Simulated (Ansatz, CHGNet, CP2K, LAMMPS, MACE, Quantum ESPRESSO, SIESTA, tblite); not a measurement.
# SIESTA on Na+ PF6- in dimethyl sulfoxide and ethylene carbonate at 300 K (96 atoms): settings against a plane-wave reference, part 2 of 2

Aim: run Na+ PF6- in dimethyl sulfoxide and ethylene carbonate at 300 K (96 atoms) in SIESTA and see how near its forces come to a plane-wave reference, and at what cost.

Program: SIESTA 5.4.2; the method stands at each step. Banners, paths, timers and routine set-up lines are dropped from the logs unmarked, and long logs keep their key lines alone; longer cuts are marked. The potentials were converted by us to PSML.

So far. Step 2 (PBE, DZP, shift 0.01 Ry, mesh 500 Ry): Forces lie 37 % from the reference's, at 0.46 times its CPU time (on 2 against 4 cores). Step 3 (PBE, DZP, shift 0.04 Ry, mesh 500 Ry): Against the first run (37 %), the force difference from the reference is 47 %, at 0.66 times the CPU time.

### Step 4. PBE, DZ, shift 0.01 Ry, mesh 500 Ry

Method: Kohn-Sham DFT, PBE, PseudoDojo 0.4.1 norm-conserving pseudopotentials (converted to PSML), numerical atomic orbitals (DZ), diagonalisation.

input.fdf reads:

```
SystemLabel cell
NumberOfAtoms 96
NumberOfSpecies 7
%block ChemicalSpeciesLabel
  1 6 C
  2 16 S
  3 8 O
  4 1 H
  5 15 P
  6 9 F
  7 11 Na
%endblock ChemicalSpeciesLabel
LatticeConstant 1.0 Ang
%block LatticeVectors
  10.52015 0.00000 0.00000
  0.00000 10.52015 0.00000
  0.00000 0.00000 10.52015
%endblock LatticeVectors
PAO.BasisSize DZ
PAO.EnergyShift 0.01 Ry
XC.Functional GGA
XC.Authors PBE
MeshCutoff 500 Ry
%block kgrid_Monkhorst_Pack
  1 0 0 0.0
  0 1 0 0.0
  0 0 1 0.0
%endblock kgrid_Monkhorst_Pack
SolutionMethod diagon
OccupationFunction FD
ElectronicTemperature 580 K
SCF.Mixer.Method Pulay
SCF.Mixer.Weight 0.15
SCF.Mixer.History 8
SCF.Mix Hamiltonian
MaxSCFIterations 300
SCF.DM.Tolerance 1e-04
SCF.H.Tolerance 1.0e-3 eV
WriteForces T
Write.HirshfeldPop T
Write.VoronoiPop T
Write.DM F
Write.H F
XML.Write F
AtomicCoordinatesFormat Fractional
%block AtomicCoordinatesAndAtomicSpecies
[... 96 atom lines left out: the same atoms as in the first run ...]
%endblock AtomicCoordinatesAndAtomicSpecies
```

Run with:

```
OMP_NUM_THREADS=1 mpirun -np 2 siesta < input.fdf > output.txt
```

Output:

```text
Version         : 5.4.2
reinit: System Name:
reinit: System Label: cell
initatom: Reading input for the pseudopotentials and atomic orbitals ----------
Species number:   1 Atomic number:    6 Label: C
Species number:   2 Atomic number:   16 Label: S
Species number:   3 Atomic number:    8 Label: O
Species number:   4 Atomic number:    1 Label: H
Species number:   5 Atomic number:   15 Label: P
Species number:   6 Atomic number:    9 Label: F
Species number:   7 Atomic number:   11 Label: Na
Ground state valence configuration (from tables):   2s02  2p02  3d00  4f00
Ground state valence configuration (from tables):   3s02  3p04  3d00  4f00
Ground state valence configuration (from tables):   2s02  2p04  3d00  4f00
[... lines left out ...]
        iscf     Eharris(eV)        E_KS(eV)     FreeEng(eV)     dDmax    Ef(eV) dHmax(eV)
[... lines left out ...]
SCF Convergence by DM+H criterion
[... lines left out ...]
SCF cycle converged after 13 iterations
[... lines left out ...]
   Max    9.765846
[... lines left out ...]
   Max    9.765846    constrained
Stress tensor Voigt[x,y,z,yz,xz,xy] (kbar):     -123.27     -122.46     -133.51      -10.33      -18.77       -9.57
[... lines left out ...]
siesta: FreeEng =    -22428.850570
[... lines left out ...]
siesta:         Fermi =      -3.795824
[... lines left out ...]
siesta:           0.07890239          0.08013999  eV/Ang**3
siesta:         126.41556051        128.39841580  kBar
    Orbital volume contribution        =          17.359818 eV
    (Free)E + p_basis*V_orbitals       =      -22411.490752 eV
    (Free)Eharris+ p_basis*V_orbitals  =      -22411.490753 eV
Hirshfeld Atomic Populations:
Atom #   charge [q] valence [e]  Species
     1    -0.075982    4.075982  C
     2     0.386729    5.613271  S
     3    -0.089137    4.089137  C
     4    -0.384014    6.384014  O
     5     0.031749    0.968251  H
     6     0.019372    0.980628  H
     7     0.027580    0.972420  H
[...]
11    -0.068904    4.068904  C
    12     0.421370    5.578630  S
[...]
14    -0.340158    6.340158  O
[...]
22     0.403440    5.596560  S
[...]
24    -0.332234    6.332234  O
[...]
81     0.563230    4.436770  P
    82    -0.190060    7.190060  F
    83    -0.188694    7.188694  F
    84    -0.173686    7.173686  F
[...]
88     0.578251    4.421749  P
[...]
95     0.203934    8.796066  Na
    96     0.283383    8.716617  Na
--------------------
 Total     0.000012
Voronoi Atomic Populations:
Atom #   charge [q] valence [e]  Species
[...]
32     0.337995    5.662005  S
[...]
42     0.382307    5.617693  S
[...]
73    -0.064193    6.064193  O
    74     0.038095    3.961905  C
    75     0.038436    3.961564  C
    76    -0.065557    6.065557  O
[...]
79     0.019555    0.980445  H
    80     0.037843    0.962157  H
    81     0.544829    4.455171  P
[...]
88     0.552190    4.447810  P
[...]
93    -0.192979    7.192979  F
    94    -0.200409    7.200409  F
    95     0.181906    8.818094  Na
    96     0.247827    8.752173  Na
--------------------
 Total     0.000012
```

Run time: 44 s. Hardware: 2 MPI ranks of Arm Neoverse V2, shared host; peak memory 1.1 GiB; 87 s of CPU time.

Numbers from this run, and their distance from the reference:

- r.m.s. force component: 2.236 eV/Å
- r.m.s. difference of force components: 1718 meV/Å
- longest difference of force vectors: 9059 meV/Å
- force difference over r.m.s. force: 166.5 %
- slope of forces against the reference's: 1.463
- correlation of force components: 0.6748
- gap (highest filled to lowest empty level): 3.395 eV
- gap difference: -0.6715 eV
- pressure: 12.64 GPa
- pressure difference: 9.07 GPa

This is a coarse setting, run to see what it loses.

Against the first run (37 %), the force difference from the reference is 167 %, at 0.48 times the CPU time, with 512 basis functions against 904: the smaller basis costs accuracy.

### Step 5. Side by side

Differences are against the plane-wave reference, forces as r.m.s. over components; share is that over the reference's r.m.s. force, slope the least-squares factor from reference forces to these. Total energies of different programs have different zeros and aren't compared.

```tsv
run	Δ force, r.m.s. (meV/Å)	share (%)	slope	Δ pressure (GPa)	Δ gap (eV)	cores	CPU time	memory (GiB)
reference	-	-	-	-	-	4	6.5 min	3.1
SIESTA PBE, DZP, shift 0.01 Ry, mesh 500 Ry	385	37.3	1.091	0.988	0.0361	2	3 min	1.7
SIESTA PBE, DZP, shift 0.04 Ry, mesh 500 Ry (coarse)	484	46.9	0.935	-8.28	-0.0219	2	2 min	1.2
SIESTA PBE, DZ, shift 0.01 Ry, mesh 500 Ry (coarse)	1718	167	1.463	9.07	-0.671	2	87 s	1.1
```

Rows marked coarse were listed beforehand as settings not expected to be converged; some can still land near the reference.

CPU time is summed over cores on a shared host, where runs went side by side, so it is rough. Symmetry, cutoffs, thresholds, outputs and thread counts weren't matched or tuned between programs; memory under MPI is the largest rank's times the ranks.

### Step 6. Results

```yaml
nearest_in_forces: SIESTA PBE, DZP, shift 0.01 Ry, mesh 500 Ry, 37 %
its_cpu_time: 3 min
```

The PBE run in local orbitals, coarse settings apart, differs by 37 % (SIESTA PBE, DZP, shift 0.01 Ry, mesh 500 Ry); basis, grid and potentials can all enter. Runs with settings chosen to be coarse differ by 47 % (SIESTA PBE, DZP, shift 0.04 Ry, mesh 500 Ry) to 167 % (SIESTA PBE, DZ, shift 0.01 Ry, mesh 500 Ry), their programs' other errors included. Of the electronic-structure runs that take under half the reference's CPU time, SIESTA PBE, DZP, shift 0.01 Ry, mesh 500 Ry comes nearest, at 37 % in 3 min against 6.5 min. At the same functional, gaps differ from the reference's 4.07 eV by between -0.67 and +0.04 eV. In pressure, SIESTA PBE, DZ, shift 0.01 Ry, mesh 500 Ry misses by +9.1 GPa, at the same functional. With short bonds to hydrogen, sets of potentials differ among themselves by several per cent in forces even at converged cutoffs, so the reference isn't exact here either. The reference's pressure holds the uncorrected Pulay stress of its 60 Ry basis, so small pressure differences, and their order, may be the reference's own error. The network of contacts between molecules at the start is that of the classical potential that made the cell, and needn't be the one that DFT or experiment would give. The reference's PBE has no dispersion term, which matters for the binding between molecules or layers. The density was typed from a rule of thumb and may lie off the real one at this temperature. The electronic-structure runs sample only Γ, in a cell whose shortest periodic width is 11 Å.

[Also dropped from logs without a mark: logging warnings of Python, and SIESTA's first energy breakdown and zero terms.]

[Logs are printed without paths, hosts, clocks, repeated set-up lines and the standing remarks that a program may print on its own settings, such as how far it seeks lower states.]

[Hosts, paths, dates, database ids (printed as entryN), source tags and the programs' standing remarks are cut or masked in the printed files.]
